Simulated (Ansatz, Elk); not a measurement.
# Bonding as seen by X-rays: MnCd2AgS4

Structure refinements treat a crystal as free atoms side by side. For a made-up structure of MnCd2AgS4 (cell and positions from a PBE relaxation) the runs below show what the calculated density changes in F(hkl).

Method: DFT, PBE, all-electron APW+lo, Dirac cores, scalar-relativistic bands, static density, ferromagnetic start, in Elk 11.2.3 (patched build).

The structure was built from a prototype and need not be the compound's stable phase.

## 1. Starting point

The structure is tetragonal, space group I-42m (No. 121). Conventional cell: a = 5.763 Å, b = 5.763 Å, c = 11.467 Å, α = 90.00°, β = 90.00°, γ = 90.00°. Nearest to Cd lie 4 S at 2.56 Å. Nearest to Ag lie 4 S at 2.56 Å. Nearest to Mn lie 4 S at 2.31 Å. Nearest to S lie 1 Mn at 2.31 Å and 2 Cd at 2.56 Å and 1 Ag at 2.56 Å. Farther neighbours and most contacts between anions are not listed.

## 2. Ground state and structure factors

An all-electron density is needed, since X-rays see the cores too. Task 0 finds the density and task 195 Fourier-transforms it; tshift is off so that phases refer to the origin typed.

Input file elk.in:

```
tasks
  0
  195
  196

xctype
  20

spinpol
  .true.

rgkmax
  7.0

gmaxvr
  14.0

lmaxo
  7

lmaxapw
  8

swidth
  0.002

tshift
  .false.

ramdisk
  .false.

hmaxvr
  5.5

maxscl
  120

epspot
  1e-06

reducebf
  0.8

sppath
  './'

avec
  -5.44495170053 5.44495170053 10.83434020737
  5.44495170053 -5.44495170053 10.83434020737
  5.44495170053 5.44495170053 -10.83434020737

atoms
  4
  'Cd.in'
  2
  0.2500000000 0.7500000000 0.5000000000   0.000000 0.000000 0.000000
  0.7500000000 0.2500000000 0.5000000000   0.000000 0.000000 0.000000
  'Ag.in'
  1
  0.0000000000 0.0000000000 0.0000000000   0.000000 0.000000 0.000000
  'Mn.in'
  1
  0.5000000000 0.5000000000 0.0000000000   0.000000 0.000000 -0.175000
  'S.in'
  4
  0.3840101952 0.8481788420 0.0000000000   0.000000 0.000000 0.000000
  0.6159898048 0.6159898048 0.4641686468   0.000000 0.000000 0.000000
  0.8481788420 0.3840101952 0.0000000000   0.000000 0.000000 0.000000
  0.1518211580 0.1518211580 0.5358313532   0.000000 0.000000 0.000000

ngridk
  5 5 5
```

The run is started by

```
OMP_NUM_THREADS=4 elk
```

Numbers of over 12 decimals in the logs are rounded to 6 here.

What it wrote:

```text
┌─────────────────────────┐
│ Elk code version 11.2.3 │
└─────────────────────────┘

All units are atomic (Hartree, Bohr, etc.)

┌─────────────────────────────────────────────────┐
│ Ground-state run starting from atomic densities │
└─────────────────────────────────────────────────┘

Lattice vectors :
  -5.444951701       5.444951701       10.83434021
   5.444951701      -5.444951701       10.83434021
   5.444951701       5.444951701      -10.83434021

Reciprocal lattice vectors :
 -0.3440635056E-18  0.5769734658      0.2899662179
  0.5769734658     -0.3440635056E-18  0.2899662179
  0.5769734658      0.5769734658      0.4484903774E-17

Unit cell volume      :    1284.844363
Brillouin zone volume :   0.1930585685

Muffin-tin inner radius fraction :   0.1000000000E-01

Nuclei treated as point charges

Species : 1 (Cd)
 parameters loaded from : Cd.in
 name : cadmium
 nuclear charge    :   -48.00000000
 electronic charge :    48.00000000
 atomic mass :    204912.7176
 muffin-tin radius :    2.600000000
 number of radial points in muffin-tin :   1193
 inner part over the whole radius :   0.9972693929E-02
 number on inner part of muffin-tin    :    850
 approximate nuclear radius :   0.8708852602E-04
 number of mesh points to nuclear radius :    426
 atomic positions (lattice), magnetic fields (Cartesian) :
  1 :   0.25000000  0.75000000  0.50000000    0.00000000  0.00000000  0.00000000
  2 :   0.75000000  0.25000000  0.50000000    0.00000000  0.00000000  0.00000000

Species : 2 (Ag)
 parameters loaded from : Ag.in
 name : silver
 nuclear charge    :   -47.00000000
 electronic charge :    47.00000000
 atomic mass :    196631.6998
 muffin-tin radius :    2.600000000
 number of radial points in muffin-tin :   1193
 inner part over the whole radius :   0.9869554211E-02
 number on inner part of muffin-tin    :    849
 approximate nuclear radius :   0.8648227117E-04
 number of mesh points to nuclear radius :    425
 atomic positions (lattice), magnetic fields (Cartesian) :
  1 :   0.00000000  0.00000000  0.00000000    0.00000000  0.00000000  0.00000000

Species : 3 (Mn)
 parameters loaded from : Mn.in
 name : manganese
 nuclear charge    :   -25.00000000
 electronic charge :    25.00000000
 atomic mass :    100145.9370
 muffin-tin radius :    2.254311562
 number of radial points in muffin-tin :    993
 inner part over the whole radius :   0.9981900707E-02
 number on inner part of muffin-tin    :    699
 approximate nuclear radius :   0.7074591925E-04
 number of mesh points to nuclear radius :    331
 atomic positions (lattice), magnetic fields (Cartesian) :
  1 :   0.50000000  0.50000000  0.00000000    0.00000000  0.00000000 -0.17500000

Species : 4 (S)
 parameters loaded from : S.in
 name : sulphur
 nuclear charge    :   -16.00000000
 electronic charge :    16.00000000
 atomic mass :    58450.91931
 muffin-tin radius :    2.066452266
 number of radial points in muffin-tin :    793
 inner part over the whole radius :   0.9887218442E-02
 number on inner part of muffin-tin    :    553
 approximate nuclear radius :   0.6195814986E-04
 number of mesh points to nuclear radius :    252
 atomic positions (lattice), magnetic fields (Cartesian) :
  1 :   0.38401020  0.84817884  0.00000000    0.00000000  0.00000000  0.00000000
  2 :   0.61598980  0.61598980  0.46416865    0.00000000  0.00000000  0.00000000
  3 :   0.84817884  0.38401020  0.00000000    0.00000000  0.00000000  0.00000000
  4 :   0.15182116  0.15182116  0.53583135    0.00000000  0.00000000  0.00000000

Total number of atoms per unit cell :    8
Total muffin-tin volume :    416.7054431
 ratio of muffin-tin to unit cell volume :   0.3243236731

Spin treatment :
 spin-polarised
 global magnetic field (Cartesian) :    0.000000000       0.000000000       0.000000000
 collinear magnetisation in z-direction

Number of Bravais lattice symmetries :   16
Number of crystal symmetries         :    8
Crystal has no inversion symmetry
Complex Hermitian eigensolver will be used

[...]
electron kinetic            :      20074.353003716
 core electron kinetic       :      19334.638257256
 Coulomb                     :     -38725.356651211
 Coulomb potential           :     -30761.145397691
 nuclear-nuclear             :     -1956.4984243557
 electron-nuclear            :     -42816.253251244
 Hartree                     :      6047.3950243885
 Madelung                    :     -23344.783952366
 xc potential                :     -799.07519955471
 xc effective B-field        :    -0.264259
 external B-field            :      0.000000
 exchange                    :     -602.62737188923
 correlation                 :     -11.275307120870
 electron entropic           :    -0.13626479316215E-02
 total energy                :     -19264.907689154
 (external B-field energy excluded from total)

Density of states at Fermi energy :    110.0191836
 (states/Hartree/unit cell)

Estimated indirect band gap :   0.1335466574E-02
 from k-point 19 to k-point 8
Estimated direct band gap   :   0.2398465495E-02
 at k-point 8

Charges :
 core                        :    138.0000000
 valence                     :    94.00000000
 interstitial                :    12.96396880
 muffin-tins (core leakage)
  species : 1 (Cd)
[...]
species : 2 (Ag)
[...]
species : 3 (Mn)
[...]
species : 4 (S)
[...]
total in muffin-tins        :    219.0360312
 total calculated charge     :    231.9983597
 total charge                :    232.0000000
 error                       :   0.1640261243E-02

Moments :
 interstitial                :   0.3924549210
 muffin-tins
  species : 1 (Cd)
[...]
species : 2 (Ag)
[...]
species : 3 (Mn)
[...]
species : 4 (S)
[...]
total in muffin-tins        :    3.607543592
 total moment                :    3.999998513

RMS change in Kohn-Sham potential (target) :   0.9893216413E-06 (  0.1000000000E-05)
Absolute change in total energy (target)   :   0.1236414391E-04 (  0.1000000000E-03)

Convergence targets achieved

┌──────────────────┐
│ Loop number : 20 │
└──────────────────┘

Energies :
 Fermi                       :     0.119566
 sum of occupied eigenvalues :     -11486.131874064
 electron kinetic            :      20074.352969491
 core electron kinetic       :      19334.638259714
 Coulomb                     :     -38725.356598698
 Coulomb potential           :     -30761.145403558
 nuclear-nuclear             :     -1956.4984243557
 electron-nuclear            :     -42816.253142032
 Hartree                     :      6047.3949676897
 Madelung                    :     -23344.783896919
 xc potential                :     -799.07515750972
 xc effective B-field        :    -0.264249
 external B-field            :      0.000000
 exchange                    :     -602.62736272915
 correlation                 :     -11.275307694826
 electron entropic           :    -0.13626522948436E-02
 total energy                :     -19264.907662283
 (external B-field energy excluded from total)

Density of states at Fermi energy :    110.0193176
 (states/Hartree/unit cell)

Estimated indirect band gap :   0.1335528350E-02
 from k-point 19 to k-point 8
Estimated direct band gap   :   0.2398546363E-02
 at k-point 8

Charges :
 core                        :    138.0000000
 valence                     :    94.00000000
 interstitial                :    12.96396898
 muffin-tins (core leakage)
  species : 1 (Cd)
[...]
species : 2 (Ag)
[...]
species : 3 (Mn)
[...]
species : 4 (S)
[...]
atom 2                    :    14.10939572     (  0.1699796007E-03)
   atom 3                    :    14.10939572     (  0.1699796007E-03)
   atom 4                    :    14.10939572     (  0.1699796007E-03)
 total in muffin-tins        :    219.0360310
 total calculated charge     :    231.9983597
 total charge                :    232.0000000
 error                       :   0.1640261012E-02

Moments :
 interstitial                :   0.3924802314
 muffin-tins
  species : 1 (Cd)
[...]
species : 2 (Ag)
[...]
species : 3 (Mn)
[...]
species : 4 (S)
[...]
atom 2                    :  -0.1977429387E-01
   atom 3                    :  -0.1977429387E-01
   atom 4                    :  -0.1977429387E-01
 total in muffin-tins        :    3.607518278
 total moment                :    3.999998509

┌──────────────────────────────┐
│ Self-consistent loop stopped │
└──────────────────────────────┘

Warning : core states of species 1 leak from the muffin-tin :   0.2439279596E-03

Warning : core states of species 4 leak from the muffin-tin :   0.1699796007E-03

Wrote STATE.OUT
```

It took 8.9 min on 4 threads of INTEL XEON PLATINUM 8581C at 2.10GHz (Emerald Rapids), shared host; peak memory 0.78 GiB; 31 min of CPU time.

SFACRHO.OUT:

```text

h k l indices transformed by vhmat matrix:
   1.000000000       0.000000000       0.000000000    
   0.000000000       1.000000000       0.000000000    
   0.000000000       0.000000000       1.000000000    

      h      k      l  multipl.   |H|            Re(F)            Im(F)           |F|

      0      0      0      1   0.0000000       232.00000      0.69567605E-16   232.00000    
     -1     -1      1      2  0.57993244      -16.435047      0.14487523E-13   16.435047    
      0     -1      1      8  0.64573895       16.402340      0.13373098E-13   16.402340    
      0      0     -1      4  0.81596370      -21.654957      0.69651552E-14   21.654957    
      1      1     -2      4   1.0010586       145.48592       50.095366       153.86910    
     -1     -1      2      4   1.0010586       145.48592      -50.095366       153.86910    
      2      1     -2      8   1.0438496       23.377764     -0.16716373E-13   23.377764    
      1     -1     -1      4   1.1539469       93.674651     -0.34825776E-13   93.674651    
     -2     -2      2      2   1.1598649       93.544139     -0.50706330E-13   93.544139    
      0     -2      2      8   1.2914779      -25.806681      0.55721242E-14   25.806681    
      2     -1     -1      8   1.3223359       22.717513       6.7070011       23.686901    
      1      0      1      8   1.3223359       22.717513      -6.7070011       23.686901    
      2      2     -3      4   1.4181267      -20.951020       9.4602364       22.987852    
     -2     -2      3      4   1.4181267      -20.951020      -9.4602364       22.987852    
      1      2     -3      8   1.5560256       15.519246      -7.5358520       17.252132    
     -2     -1      0      8   1.5560256       15.519246       7.5358520       17.252132    
      3      2     -2      8   1.5604194       22.205829     -0.33432745E-14   22.205829    
      0      0     -2      4   1.6319274       163.25089     -0.21731284E-13   163.25089
```

Elk indexes on the primitive cell of elk.in and gives |H| = 4π sin θ/λ in inverse bohr. Below, one row stands for each form hkl of the conventional cell (m members, Friedel mates merged), F is for one primitive cell and the density is static (no thermal factor). Free-atom factors are Waasmaier and Kirfel's, and R is Σm||F|−|F'||/Σm|F|.

| hkl | m | sin θ/λ (Å⁻¹) | abs F, DFT | neutral atoms | diff. | abs of complex diff. |
| --- | --- | --- | --- | --- | --- | --- |
| 002 | 2 | 0.087 | 16.435 | 16.743 | -0.308 | 0.308 |
| 101 | 8 | 0.097 | 16.402 | 16.615 | -0.213 | 0.213 |
| 110 | 4 | 0.123 | 21.655 | 21.877 | -0.222 | 0.222 |
| 112 | 8 | 0.150 | 153.869 | 153.840 | +0.029 | 0.814 |
| 103 | 8 | 0.157 | 23.378 | 23.452 | -0.074 | 0.074 |
| 200 | 4 | 0.173 | 93.675 | 94.474 | -0.799 | 0.799 |
| 004 | 2 | 0.174 | 93.544 | 94.372 | -0.828 | 0.828 |
| 202 | 8 | 0.194 | 25.807 | 25.741 | +0.066 | 0.066 |
| 211 | 16 | 0.199 | 23.687 | 23.738 | -0.051 | 0.148 |
| 114 | 8 | 0.213 | 22.988 | 22.920 | +0.068 | 0.068 |
| 213 | 16 | 0.234 | 17.252 | 17.308 | -0.056 | 0.153 |
| 105 | 8 | 0.235 | 22.206 | 22.251 | -0.045 | 0.045 |
| 220 | 4 | 0.245 | 163.251 | 163.600 | -0.349 | 0.349 |
| 204 | 8 | 0.246 | 163.065 | 163.432 | -0.367 | 0.367 |

## 3. The magnetisation density

The same run holds the spin density, and task 196 transforms it. The order is that of the start, and no other was tried.

SFACMAG_1.OUT:

```text

h k l indices transformed by vhmat matrix:
   1.000000000       0.000000000       0.000000000    
   0.000000000       1.000000000       0.000000000    
   0.000000000       0.000000000       1.000000000    

      h      k      l  multipl.   |H|            Re(F)            Im(F)           |F|

      0      0      0      1   0.0000000       3.9999986      0.10074145E-16   3.9999986    
     -1     -1      1      2  0.57993244       3.4007090     -0.20324105E-14   3.4007090    
      0     -1      1      8  0.64573895      -3.4509651      0.10861289E-14   3.4509651    
      0      0     -1      4  0.81596370       3.1573517     -0.15236277E-15   3.1573517    
      1      1     -2      4   1.0010586       2.9652861     -0.10198162       2.9670393    
     -1     -1      2      4   1.0010586       2.9652861      0.10198162       2.9670393    
      2      1     -2      8   1.0438496      -2.9843650     -0.37840382E-14   2.9843650    
      1     -1     -1      4   1.1539469       2.7344026     -0.79990455E-16   2.7344026    
     -2     -2      2      2   1.1598649       2.7889172     -0.33176993E-14   2.7889172    
      0     -2      2      8   1.2914779       2.5198259     -0.16079714E-14   2.5198259    
      2     -1     -1      8   1.3223359      -2.5173797     -0.67735956E-01   2.5182909    
      1      0      1      8   1.3223359      -2.5173797      0.67735956E-01   2.5182909    
      2      2     -3      4   1.4181267       2.3177854     -0.99504130E-01   2.3199203    
     -2     -2      3      4   1.4181267       2.3177854      0.99504130E-01   2.3199203    
      1      2     -3      8   1.5560256      -2.1281445      0.11683806       2.1313494    
     -2     -1      0      8   1.5560256      -2.1281445     -0.11683806       2.1313494
```

The total moment is 4.00 μB a cell; sphere moments: Cd1 +0.03, Cd2 +0.03, Ag3 -0.03, Mn4 +3.65, S5 -0.02, S6 -0.02, S7 -0.02, S8 -0.02 μB. Polarised neutrons measure spin and orbital magnetisation together; without spin-orbit coupling the run gives the spin part. With nearly all of the moment on one atom, abs F_M/F_M(0) is close to a form factor, set here beside ⟨j0⟩ of the free Mn3+ ion (formal charge):

| hkl | sin θ/λ (Å⁻¹) | abs F_M (μB) | F_M/F_M(0) | ⟨j0⟩ |
| --- | --- | --- | --- | --- |
| 002 | 0.087 | 3.401 | 0.850 | 0.932 |
| 101 | 0.097 | 3.451 | 0.863 | 0.916 |
| 110 | 0.123 | 3.157 | 0.789 | 0.871 |
| 112 | 0.150 | 2.967 | 0.742 | 0.813 |
| 103 | 0.157 | 2.984 | 0.746 | 0.799 |
| 200 | 0.173 | 2.734 | 0.684 | 0.761 |
| 004 | 0.174 | 2.789 | 0.697 | 0.759 |
| 202 | 0.194 | 2.520 | 0.630 | 0.712 |
| 211 | 0.199 | 2.518 | 0.630 | 0.701 |
| 114 | 0.213 | 2.320 | 0.580 | 0.666 |
| 213 | 0.234 | 2.131 | 0.533 | 0.616 |
| 105 | 0.235 | 2.181 | 0.545 | 0.614 |
| 220 | 0.245 | 1.948 | 0.487 | 0.588 |
| 204 | 0.246 | 1.939 | 0.485 | 0.586 |

## 4. The highest occupied states alone

An energy window below the Fermi level keeps the highest occupied states, to see at which angles they scatter; shallow core shells can lie inside it and anion s states outside. No new self-consistency is needed.

elk.in: that of step 2 with these lines changed.

```diff
@@ -1,5 +1,3 @@
 tasks
-  0
   195
-  196
 
@@ -44,2 +42,5 @@
 
+wsfac
+  -0.247930 0.419570
+
 sppath
```

The run is started by

```
OMP_NUM_THREADS=4 elk
```

What it wrote:

```text
┌─────────────────────────────────┐
│ Elk code version 11.2.3 started │
└─────────────────────────────────┘

Info(readinput): the functional depends on the density's gradient
 muffin-tin radial points multiplied by    2.00000
 (not where nrmtscf is given)

┌────────────────────┐
│ Current task : 195 │
└────────────────────┘
Info(checkmt): changed muffin-tin radius of species 3 (Mn) from   2.4000 to   2.2543
Info(checkmt): changed muffin-tin radius of species 4 (S) from   2.2000 to   2.0665

Info(sfacrho): density structure factors written to SFACRHO.OUT

 Energy window :  -0.2479300000      0.4195700000

┌──────────────────┐
│ Elk code stopped │
└──────────────────┘
```

Run time: 23 s. Hardware: 4 threads; peak memory 0.47 GiB.

States within 10 eV below the Fermi level hold 58.00 electrons; any levels below the window count with the cores. Their amplitudes can exceed the total, where window and core parts have opposite phase:

| hkl | sin θ/λ (Å⁻¹) | abs F, window | abs F, all |
| --- | --- | --- | --- |
| 002 | 0.087 | 3.310 | 16.435 |
| 101 | 0.097 | 2.486 | 16.402 |
| 110 | 0.123 | 4.245 | 21.655 |
| 112 | 0.150 | 26.835 | 153.869 |
| 103 | 0.157 | 3.206 | 23.378 |
| 200 | 0.173 | 16.390 | 93.675 |
| 004 | 0.174 | 16.357 | 93.544 |
| 202 | 0.194 | 3.872 | 25.807 |
| 211 | 0.199 | 2.440 | 23.687 |
| 114 | 0.213 | 3.145 | 22.988 |

## 5. Another try

In this try the input is made faulty on purpose, to show what that does.

The input is changed as shown.

elk.in: that of step 4 with these lines changed.

```diff
@@ -1,3 +1,5 @@
 tasks
+  0
   195
+  196
 
@@ -34,3 +36,3 @@
 maxscl
-  120
+  40
 
@@ -42,7 +44,7 @@
 
-wsfac
-  -0.247930 0.419570
-
 sppath
   './'
+
+scale
+  0.52917721
```

The run is started by

```
OMP_NUM_THREADS=4 elk
```

What it wrote:

```text
┌─────────────────────────┐
│ Elk code version 11.2.3 │
└─────────────────────────┘

All units are atomic (Hartree, Bohr, etc.)

┌─────────────────────────────────────────────────┐
│ Ground-state run starting from atomic densities │
└─────────────────────────────────────────────────┘

Lattice vectors :
  -2.881344349       2.881344349       5.733285923
   2.881344349      -2.881344349       5.733285923
   2.881344349       2.881344349      -5.733285923

Reciprocal lattice vectors :
  0.1989430731E-16   1.090321833      0.5479567382
[...]
interstitial                :   0.2001681141
 muffin-tins
  species : 1 (Cd)
[...]
species : 2 (Ag)
[...]
species : 3 (Mn)
[...]
species : 4 (S)
[...]
atom 3                    :   0.4224763845E-02
   atom 4                    :   0.4224763845E-02
 total in muffin-tins        :   0.7116567911
 total moment                :   0.9118249052

RMS change in Kohn-Sham potential (target) :    2.727788084     (  0.1000000000E-05)
Absolute change in total energy (target)   :    14.84771531     (  0.1000000000E-03)

┌─────────────────┐
│ Loop number : 6 │
└─────────────────┘
[key lines of the parts left out:]
total energy                :     -19432.310792786
```

Wall time 2.6 min (4 threads); peak memory 0.66 GiB.

The run was cut off at its time limit.

The fault put into the input: lattice vectors in angstrom read as bohr.

(Part 1 of 2 ends here.)

[Logs are printed without paths, hosts, clocks, repeated set-up lines and the standing remarks that a program may print on its own settings, such as how far it seeks lower states.]

[Hosts, paths, dates, database ids (printed as entryN), source tags and the programs' standing remarks are cut or masked in the printed files.]
